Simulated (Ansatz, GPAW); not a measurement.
# Optical response of SiO (model structure)

Aim: the dielectric function of SiO (model structure), and the optical constants that follow from it. The structure is a model built here, which may or may not match a known phase. It was built so: All S replaced by O and Sn replaced by Si in the Cmcm structure of SnS. The cell is first relaxed with Ansatz.

Main program and level: GPAW 26.7.0; DFT, PBE, plane-wave PAW (GPAW data sets), scalar-relativistic, RPA, optical limit.

This is a report of a sequence of runs, with most program output left out.

### 1. Starting point

The structure is orthorhombic, space group Cmcm (No. 63). Conventional cell: a = 3.123 Å, b = 8.643 Å, c = 3.145 Å, α = 90.00°, β = 90.00°, γ = 90.00°. Nearest to Si lie 1 O at 1.98 Å. O has 1 Si at 1.98 Å nearest. All S replaced by O and Sn replaced by Si in the Cmcm structure of SnS. Farther neighbours and most contacts between anions are not listed.

### 2. Relaxation

The structure was built or cut out here, so it is relaxed before any spectrum is computed.

This step: DFT, PBE, plane-wave PAW, default files, scalar-relativistic, relaxation (Ansatz 0.2.0).

The input, input.yaml:

```yaml
crystal:
  lattice:
    - [1.56145, -4.32146721, 0.0]
    - [1.56145, 4.32146721, 0.0]
    - [0.0, 0.0, 3.1447332]
  atoms:
    - { symbol: Si, position: [0.12, 0.88, 0.75] }
    - { symbol: Si, position: [0.88, 0.12, 0.25] }
    - { symbol: O, position: [0.349, 0.651, 0.75] }
    - { symbol: O, position: [0.651, 0.349, 0.25] }
kpoints:
  mp_grid: { grid: [8, 8, 7] }
scf:
  occupations: { method: fermi_dirac, width: 0.05 }
hamiltonian:
  xc: pbe
output:
  forces: true
  stress: true
  write_density: true
  write_potential: true
  elf: true
  volumetric_format: npy
relax:
  f_tol: 0.02
  max_steps: 50
  cell: {}
```

On the command line:

```
> ansatz run input.yaml --threads 1 --pin off --max-ram 4096MiB --backend cpu --events-out ev --progress --plain --runs-dir out
```

Wall time 96 s (1 thread of Intel Xeon Platinum 8488C (Sapphire Rapids), shared host); peak memory 0.48 GiB.

Step by step (22 of 41):

```csv
step,energy less that of the first step (eV),largest force component (eV/Å),pressure (GPa),volume (Å³)
1,0.0000,2.3291,4.62,42.44
3,-0.5993,1.0011,-1.43,44.74
5,-0.7257,0.5104,-1.98,46.65
7,-0.7445,0.0215,-0.09,46.54
9,-0.7444,0.0018,0.00,46.61
11,-0.7900,0.0621,0.39,47.36
12,-0.7909,0.0339,0.19,48.74
14,-0.7630,0.2528,-0.11,54.24
16,-0.7774,0.0328,-0.23,53.28
18,-0.7822,0.0059,-0.04,52.75
20*,-0.8312,0.0160,0.62,52.73
22,-0.8399,0.0230,0.30,55.93
24,-0.8385,0.0120,0.02,56.32
26*,-0.8601,0.0131,0.24,56.51
28,-0.8599,0.0067,-0.01,58.65
30*,-0.8689,0.0068,0.10,58.86
31,-0.8677,0.0168,0.04,59.87
33,-0.8667,0.0009,0.00,60.26
35,-0.8708,0.0020,0.03,60.63
37,-0.8697,0.0004,0.00,61.07
39,-0.8715,0.0017,0.01,61.33
41*,-0.8722,0.0010,0.01,61.53
```

Relaxation steps marked * repeat the geometry before them on a plane-wave basis chosen anew for their cell, so energy and pressure can jump there. Other such steps can lie between the rows shown. Relaxation steps 14, 23 were tried and not accepted.

Forces are held to the 8 operations that the run works with; a distortion that breaks them can't arise in this run.

```csv
cell as run,before,after,change
a (Å),4.595,6.297,+37.0 %
b (Å),4.595,6.297,+37.0 %
c (Å),3.145,3.188,+1.4 %
γ (°),140.27,150.87,+7.6 %
volume (Å³/atom),10.61,15.38,+45.0 %
```

The atoms that moved most (Å, as changes of fractional coordinates times the final cell):

| atom | dx | dy | dz | length |
| --- | --- | --- | --- | --- |
| O3 | 0.000 | 0.573 | 0.000 | 0.573 |
| O4 | 0.000 | -0.573 | 0.000 | 0.573 |
| Si1 | 0.000 | -0.464 | 0.000 | 0.464 |
| Si2 | 0.000 | 0.464 | 0.000 | 0.464 |

Final coordinates:

```
Si O
1.0
     1.58358   -6.09418    0.00000
     1.58358    6.09418    0.00000
     0.00000    0.00000    3.18793
Si O
2 2
Direct
  0.15809 0.84191 0.75000
  0.84191 0.15809 0.25000
  0.30199 0.69801 0.75000
  0.69801 0.30199 0.25000
```

The relaxation ends with a largest force component of 0.0010 eV/Å and a pressure of 0.01 GPa.

### 3. Ground state

First the ground state: is it a metal or has it a gap?

This step: DFT, PBE, plane-wave PAW (GPAW data sets), scalar-relativistic, ground state (GPAW 26.7.0).

The input, gs.py:

```python
from ase import Atoms
from ase.dft.bandgap import bandgap
from gpaw import GPAW, PW, FermiDirac

atoms = Atoms(['Si', 'Si', 'O', 'O'],
              cell=[[1.583578270700, -6.094183099900, 0.000000000000],
                    [1.583578270700, 6.094183099900, 0.000000000000],
                    [0.000000000000, 0.000000000000, 3.187932869500]],
              scaled_positions=[[0.158087786300, 0.841912213700, 0.750000000000],
                                [0.841912213700, 0.158087786300, 0.250000000000],
                                [0.301990761800, 0.698009238200, 0.750000000000],
                                [0.698009238200, 0.301990761800, 0.250000000000]],
              pbc=[True, True, True])
atoms.calc = GPAW(mode=PW(500), xc='PBE', kpts={'size': (7, 7, 7), 'gamma': True},
                  occupations=FermiDirac(0.05), maxiter=150, txt='gs.txt')
print('energy (eV)', atoms.get_potential_energy())
print('Fermi level (eV)', atoms.calc.get_fermi_level())
print('valence electrons', atoms.calc.get_number_of_electrons())
print('gap (eV)', bandgap(atoms.calc, output=None)[0])
print('direct gap (eV)', bandgap(atoms.calc, direct=True, output=None)[0])
atoms.calc.write('gs.gpw')
```

On the command line:

```
> OMP_NUM_THREADS=1 python gs.py
```

Wall time 49 s (1 thread); peak memory 0.22 GiB.

Read-outs, printed or worked out from the files:

* energy: -23.81 eV
* Fermi energy: 4.806 eV
* gap on the k-mesh: 1.795 eV
* direct gap on the mesh: 2.153 eV
* electrons: 20

There is a gap, 1.79 eV on this mesh (points off the mesh can give less), so no carriers' term is needed.

### 4. Bands for the response

The response needs many more empty bands than the density does.

This step: DFT, PBE, plane-wave PAW (GPAW data sets), scalar-relativistic, bands at fixed density (GPAW 26.7.0).

The input, nscf.py:

```python
from ase.dft.bandgap import bandgap
from gpaw import GPAW, FermiDirac

calc = GPAW('gs.gpw').fixed_density(kpts={'size': (8, 8, 8), 'gamma': True}, nbands=47, convergence={'bands': 41},
                                    occupations=FermiDirac(0.001), txt='nscf.txt')
print('gap (eV)', bandgap(calc, output=None)[0])
print('direct gap (eV)', bandgap(calc, direct=True, output=None)[0])
print('top band over the Fermi level (eV)', min(calc.get_eigenvalues(kpt=k)[40] for k in range(len(calc.get_ibz_k_points()))) - calc.get_fermi_level())
calc.write('full.gpw', mode='all')
```

On the command line:

```
> OMP_NUM_THREADS=1 python nscf.py
```

Run time: 4.5 min. Hardware: 1 thread; peak memory 0.41 GiB.

Numbers from this step:

```
gap on the k-mesh      : 1.840 eV
direct gap on the mesh : 2.247 eV
```

### 5. Dielectric function, RPA

Transitions between filled and empty bands, summed over the zone, give the optical response, so mesh, band count and broadening shape it.

The induced potential is part of this response.

This step: DFT, PBE, plane-wave PAW (GPAW data sets), scalar-relativistic, RPA, optical limit (GPAW 26.7.0).

The input, df.py:

```python
from gpaw.response.df import DielectricFunction

df = DielectricFunction('full.gpw', frequencies={'type': 'nonlinear', 'domega0': 0.03, 'omega2': 8},
                        ecut=80,
                        eta=0.1,
                        nbands=41,
                        txt='df.txt')
for direction in ['x', 'y', 'z']:
    df.get_dielectric_function(xc='RPA', direction=direction, filename=f'df_{direction}.csv')
```

On the command line:

```
> OMP_NUM_THREADS=1 python df.py
```

It took 47 s on 1 thread; peak memory 0.52 GiB.

Numbers from this step:

```
electronic dielectric constant ε∞, mean over x, y and z (by symmetry where fewer were run) : 6.122
centre of weight of the strongest loss peak in the window                                  : 19.31 eV
```

Some rows of df_x.csv (energy; Re and Im without local fields; Re and Im with them):

```text
0.000000, 8.204034, -0.000000, 7.188071, -0.000000
0.555532, 8.365390, 0.060346, 7.309414, 0.045263
1.143969, 8.974715, 0.158878, 7.762854, 0.117228
1.768324, 10.672304, 0.474398, 8.992805, 0.337683
2.431988, 12.029175, 3.514475, 9.730758, 2.419432
3.138794, 5.187204, 18.434332, 8.026537, 13.539767
3.893091, -0.691707, 3.738460, -0.370070, 4.122477
4.699832, 3.838285, 2.727827, 3.940843, 2.336598
5.564682, 7.758613, 5.799534, 7.578070, 4.311898
6.494155, -5.305836, 8.318760, -3.346709, 10.513674
7.495775, -2.410795, 1.766671, -3.110973, 2.051090
8.578281, 0.518377, 3.497490, 0.260980, 2.976885
9.751884, 0.448940, 2.827838, 0.493946, 2.426753
11.028587, -1.610476, 2.853793, -1.141298, 3.128977
12.422601, -0.502347, 1.249644, -0.461477, 1.245990
13.950874, -0.437253, 1.064347, -0.264476, 1.143298
15.633783, 0.080908, 0.695471, 0.099729, 0.752571
17.496047, 0.112862, 0.588288, 0.121636, 0.560906
19.567954, 0.074430, 0.326346, 0.071437, 0.407884
21.887015, 0.442625, 0.254756, 0.448077, 0.249683
24.500258, 0.523524, 0.197603, 0.533386, 0.206473
```

The Im ε has structure finer than the step of the table below, so its rows give means over 0.5 eV, whole bins alone (the curve runs from 0 to 25.0 eV). Peaks (eV: height): E ∥ x 3.10: 13.8, 6.12: 13.3, 10.88: 3.87; E ∥ y 3.14: 2.7, 4.24: 3.32, 5.71: 8.10, 6.71: 4.25, 9.96: 2.61; E ∥ z 3.18: 15.6, 5.87: 12.7.

Sum at mesh points, not converged in k; values under the direct gap are tails of Lorentzian lines. Table of Im ε by photon energy; means over each step:

```
photon energy (eV)   E ∥ x   E ∥ y   E ∥ z
               0.5  0.0408  0.0101  0.0423
               1.0  0.0969  0.0224   0.101
               1.5   0.211  0.0417   0.225
               2.0   0.993  0.0968    1.18
               2.5    3.12   0.318    3.32
               3.0    9.98    1.75    9.97
               3.5    10.6    1.59    9.95
               4.0    3.94    2.60    4.47
               4.5    2.85    2.35    3.29
               5.0    3.08    1.84    3.30
               5.5    4.77    5.73    6.15
               6.0    11.9    4.53    12.0
               6.5    10.6    2.93    10.6
               7.0    6.03    2.66    5.22
               7.5    2.38    2.19    2.39
               8.0    1.72    1.75    1.85
               8.5    2.58    2.14    2.49
               9.0    2.44    1.77    2.39
               9.5    1.97    1.84    2.00
              10.0    2.61    2.36    2.66
              10.5    2.66    1.74    2.32
              11.0    3.22    1.39    3.01
              11.5    1.86    1.50    2.04
              12.0    1.21    1.58    1.30
              12.5    1.15    1.43    1.22
              13.0   0.795    1.78   0.789
              13.5    1.25    1.62    1.10
              14.0    1.17    1.47    1.07
              14.5   0.841    1.10   0.781
              15.0   0.845   0.875   0.721
              15.5   0.710   0.826   0.758
              16.0   0.743   0.918   0.829
              16.5   0.720    1.09   0.750
              17.0   0.751    1.07   0.727
              17.5   0.567    1.11   0.594
              18.0   0.601    1.01   0.564
              18.5   0.592   0.990   0.532
              19.0   0.476   0.717   0.470
              19.5   0.437   0.637   0.450
              20.0   0.297   0.537   0.299
              20.5   0.292   0.491   0.309
              21.0   0.250   0.490   0.284
              21.5   0.244   0.463   0.240
              22.0   0.251   0.449   0.264
              22.5   0.290   0.524   0.291
              23.0   0.258   0.527   0.257
              23.5   0.229   0.575   0.250
              24.0   0.227   0.482   0.215
              24.5   0.205   0.405   0.184
```

The reflectivity at normal incidence has structure finer than the step of the table below, so its rows give means over 1 eV, whole bins alone (the curve runs from 0 to 25.0 eV). Peaks (eV: height): E ∥ x 3.6: 42.8, 7.4: 62.2, 9.2: 28.0, 11.3: 41.3, 14.3: 26.0, 19.6: 17.9; E ∥ y 3.1: 19.1, 4.2: 18.2, 5.8: 35.4, 6.8: 25.4, 8.6: 14.8, 10.1: 16.2, 14.4: 15.7; E ∥ z 3.3: 44.7, 7.4: 62.0, 9.0: 31.3, 10.4: 30.0, 11.9: 43.7, 12.8: 36.7, 14.4: 28.0.

Sum at mesh points, not converged in k. Reflectivity at normal incidence against photon energy; means over each step:

```csv
photon energy (eV),E ∥ x (%),E ∥ y (%),E ∥ z (%)
1,22.0,11.1,22.4
2,26.8,12.7,27.3
3,37.3,15.9,38.0
4,26.6,16.3,25.4
5,19.7,17.0,21.0
6,39.4,25.4,40.3
7,54.4,17.5,55.4
8,33.4,10.7,33.3
9,23.7,10.7,24.1
10,19.5,13.2,21.4
11,31.4,9.08,27.9
12,35.4,9.19,35.3
13,23.4,10.6,26.8
14,22.7,13.1,22.6
15,19.6,7.86,17.4
16,14.7,5.45,14.0
17,15.2,7.18,15.3
18,12.5,8.85,13.7
19,13.9,9.59,12.7
20,12.2,6.11,11.4
21,6.97,3.79,7.00
22,4.18,2.69,4.25
23,4.02,3.07,4.02
24,3.03,3.71,3.33
```

The loss function −Im 1/ε at q → 0 has structure finer than the step of the table below, so its rows give means over 0.5 eV, whole bins alone (the curve runs from 0 to 25.0 eV). Peaks (eV: height): E ∥ x 9.35: 0.639, 13.08: 1.43, 15.34: 1.54, 17.39: 1.76, 19.69: 2.71; E ∥ y 6.33: 0.378, 7.10: 0.487, 8.77: 0.471, 10.74: 0.574, 14.59: 1.01, 19.57: 1.25, 23.89: 0.908; E ∥ z 9.35: 0.647, 13.17: 1.34, 14.77: 1.54, 17.72: 1.91, 18.62: 2.13, 19.69: 2.54.

Sum at mesh points, not converged in k; values under the direct gap are tails of Lorentzian lines. Table of loss function −Im 1/ε at q → 0 by energy loss; means over each step:

```csv
energy loss (eV),E ∥ x,E ∥ y,E ∥ z
0.5,7.6e-4,6.6e-4,7.6e-4
1.0,0.00165,0.00142,0.00166
1.5,0.00299,0.00243,0.00305
2.0,0.00874,0.00485,0.00965
2.5,0.0232,0.0127,0.0273
3.0,0.0412,0.0554,0.0344
3.5,0.0911,0.0740,0.106
4.0,0.223,0.0905,0.192
4.5,0.153,0.133,0.149
5.0,0.0816,0.0730,0.0759
5.5,0.0629,0.0840,0.0605
6.0,0.0643,0.237,0.0748
6.5,0.0902,0.271,0.0853
7.0,0.112,0.368,0.122
7.5,0.177,0.388,0.198
8.0,0.488,0.372,0.453
8.5,0.391,0.346,0.406
9.0,0.400,0.384,0.405
9.5,0.494,0.352,0.491
10.0,0.374,0.352,0.374
10.5,0.376,0.521,0.428
11.0,0.281,0.538,0.313
11.5,0.373,0.437,0.383
12.0,0.573,0.490,0.527
12.5,0.724,0.486,0.669
13.0,1.13,0.440,1.06
13.5,0.792,0.565,0.924
14.0,0.814,0.636,0.894
14.5,1.13,0.887,1.21
15.0,1.18,0.871,1.38
15.5,1.39,0.732,1.27
16.0,1.33,0.597,1.18
16.5,1.32,0.657,1.31
17.0,1.34,0.640,1.36
17.5,1.69,0.736,1.68
18.0,1.48,0.800,1.59
18.5,1.65,0.925,1.83
19.0,1.87,1.17,1.71
19.5,2.17,1.18,2.10
20.0,2.11,1.12,2.04
20.5,1.78,0.980,1.56
21.0,1.36,0.865,1.45
21.5,1.06,0.829,1.12
22.0,0.896,0.665,0.926
22.5,0.941,0.708,0.960
23.0,0.912,0.701,0.906
23.5,0.768,0.810,0.827
24.0,0.701,0.889,0.745
24.5,0.616,0.753,0.559
```

The Im ε, E ∥ x has structure finer than the step of the table below, so its rows give means over 1 eV, whole bins alone (the curve runs from 0 to 25.0 eV). Peaks (eV: height): without local fields 3.1: 19.8, 6.2: 14.2, 10.9: 4.00; with local fields 3.1: 13.8, 6.1: 13.3, 10.9: 3.87.

Sum at mesh points, not converged in k; values under the direct gap are tails of Lorentzian lines. The Im ε, E ∥ x by photon energy; means over each step:

```
photon energy (eV)  without local fields  with local fields
                 1                 0.140              0.103
                 2                  1.84               1.28
                 3                  12.5               8.73
                 4                  5.04               5.15
                 5                  3.89               3.26
                 6                  11.1               10.4
                 7                  4.38               6.01
                 8                  1.85               1.86
                 9                  2.67               2.38
                10                  2.88               2.55
                11                  2.78               2.77
                12                  1.25               1.32
                13                  1.01              0.959
                14                  1.10               1.15
                15                 0.707              0.787
                16                 0.697              0.728
                17                 0.688              0.709
                18                 0.615              0.600
                19                 0.435              0.497
                20                 0.278              0.322
                21                 0.235              0.254
                22                 0.263              0.259
                23                 0.248              0.259
                24                 0.220              0.223
```

Optical constants at common wavelengths, from n + ik = √ε:

| wavelength (nm) | n x | k x | R (%) x | 1/α x | n y | k y | R (%) y | 1/α y |
| --- | --- | --- | --- | --- | --- | --- | --- | --- |
| 1064 | 2.79 | 0.022 | 22.3 | 3.9 µm | 2.00 | 0.007 | 11.2 | 12 µm |
| 633 | 3.13 | 0.092 | 26.6 | 545 nm | 2.09 | 0.019 | 12.5 | 2.7 µm |
| 532 | 3.21 | 0.537 | 28.7 | 79 nm | 2.17 | 0.054 | 13.6 | 777 nm |
| 405 | 3.84 | 1.702 | 41.6 | 19 nm | 2.43 | 0.496 | 19.0 | 65 nm |
| 365 | 2.77 | 2.005 | 39.2 | 14 nm | 2.02 | 0.377 | 12.7 | 77 nm |
| 308 | 1.56 | 0.997 | 17.3 | 25 nm | 2.18 | 0.603 | 16.8 | 41 nm |
| 248 | 2.31 | 0.675 | 19.1 | 29 nm | 2.16 | 0.418 | 15.0 | 47 nm |

Below the direct gap, k and the depth come from the tails of the Lorentzian lines, not from transitions.

Rows near the edge hang on the gap, which this functional as a rule makes too small, and phonon-assisted absorption is left out.

### 6. Outcome

```
electronic dielectric constant ε∞, mean over x, y and z (by symmetry where fewer were run) (RPA) : 6.12
centre of weight of the strongest loss peak in the window, first axis                            : 19.3 eV
```

**Reading.** At this level (PBE, RPA) SiO has a mean ε∞ = 6.12 and n = 2.73 at 1550 nm (E ∥ x). The cell grew by 45.0 % in volume. On the mesh the gap is 1.84 eV and the least direct gap 2.25 eV, so on this mesh the band edges lie at different points. Local fields change the static value along x from 8.20 to 7.19 (-12 %). The static values by axis are 7.19 (x), 3.87 (y), 7.31 (z). Excitons and phonon-assisted transitions are missing; PBE gaps are as a rule too small, which pulls the onset down and ε∞ up. The cell grew by 45 % in the relaxation, which can come from the guessed start or, where layers or molecules are weakly bound, from the missing dispersion term; a larger cell lowers ε. In this version of GPAW the matrix elements of the optical limit are incomplete, which can lower ε − 1 by up to a tenth where first-row anions or d states rule, and shift it by more in d metals. The sum runs over mesh points 0.26 Å⁻¹ apart with no interpolation, so peaks are partly noise of the mesh and static values carry its error.

[Machine, clock and banner lines and Python warnings are left out of the logs.]

[Logs are printed without paths, hosts, clocks, repeated set-up lines and the standing remarks that a program may print on its own settings, such as how far it seeks lower states.]

[Hosts, paths, dates, database ids (printed as entryN), source tags and the programs' standing remarks are cut or masked in the printed files.]
